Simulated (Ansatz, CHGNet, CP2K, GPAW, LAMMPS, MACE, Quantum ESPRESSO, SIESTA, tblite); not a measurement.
## Finding the fault: Quantum ESPRESSO, amorphous 67HfO2-33GeO2 (mol %) (72 atoms)

Program: Quantum ESPRESSO 7.5, a calculation on a cell of 16 Hf, 8 Ge and 48 O, 13.8 Å³ an atom.

Input file pw.in:

```
&control
  calculation = 'scf'
  pseudo_dir = './pseudo'
  outdir = './tmp'
  disk_io = 'none'
  tprnfor = .true.
  tstress = .true.
/
&system
  ibrav = 0
  nat = 73
  ntyp = 3
  ecutwfc = 60
  ecutrho = 480
  nosym = .true.
  occupations = 'smearing'
  smearing = 'fd'
  degauss = 0.003675
/
&electrons
  conv_thr = 3.6e-07
  electron_maxstep = 50
  mixing_beta = 0.4
  mixing_mode = 'plain'
  diagonalization = 'david'
/
ATOMIC_SPECIES
Hf 178.490 Hf.upf
Ge 72.630 Ge.upf
O 15.999 O.upf
CELL_PARAMETERS angstrom
9.97254 0.00000 0.00000
0.00000 9.97254 0.00000
0.00000 0.00000 9.97254
ATOMIC_POSITIONS crystal
Hf 0.92760 0.99692 0.70688
Hf 0.23560 0.80204 0.85032
Hf 0.20643 0.76108 0.53904
Hf 0.18004 0.20711 0.67498
Hf 0.76430 0.95012 0.05547
Hf 0.53356 0.03723 0.70987
Hf 0.96165 0.00467 0.37297
Hf 0.16038 0.51764 0.02699
Hf 0.71418 0.76230 0.49973
Hf 0.55253 0.63936 0.71202
[... 58 atom lines left out ...]
O 0.77738 0.36046 0.51178
O 0.82131 0.36518 0.78813
O 0.51248 0.15849 0.88006
O 0.26925 0.30895 0.50751
K_POINTS gamma
```

The run is started by

```bash
$ OMP_NUM_THREADS=1 mpirun -np 4 pw.x -in pw.in > output.txt
```

What it wrote:

```text
Program PWSCF
 %%%%%%%%%%%%%%%%%%%%%%%%%%%%%%%%%%%%%%%%%%%%%%%%%%%%%%%%%%%%%%%%%%%%%%%%%%%%%%
     Error in routine read_cards (73):
     wrong number of columns in ATOMIC_POSITIONS
 %%%%%%%%%%%%%%%%%%%%%%%%%%%%%%%%%%%%%%%%%%%%%%%%%%%%%%%%%%%%%%%%%%%%%%%%%%%%%%
```

Wall time 0.49 s (4 MPI ranks of Arm Neoverse V1, shared host); peak memory 0.45 GiB.

Banners, paths, timers and routine set-up lines are dropped from the logs unmarked, and long logs keep their key lines alone; longer cuts are marked.

Q: Find the fault and mend it.

A wrong count of atoms: nat = 72 written as nat = 73. Mend: write nat = 72 in place of nat = 73.

The program stopped at the start.

[Also dropped from logs without a mark: logging warnings of Python, and SIESTA's first energy breakdown and zero terms.]

[Logs are printed without paths, hosts, clocks, repeated set-up lines and the standing remarks that a program may print on its own settings, such as how far it seeks lower states.]

[Hosts, paths, dates, database ids (printed as entryN), source tags and the programs' standing remarks are cut or masked in the printed files.]
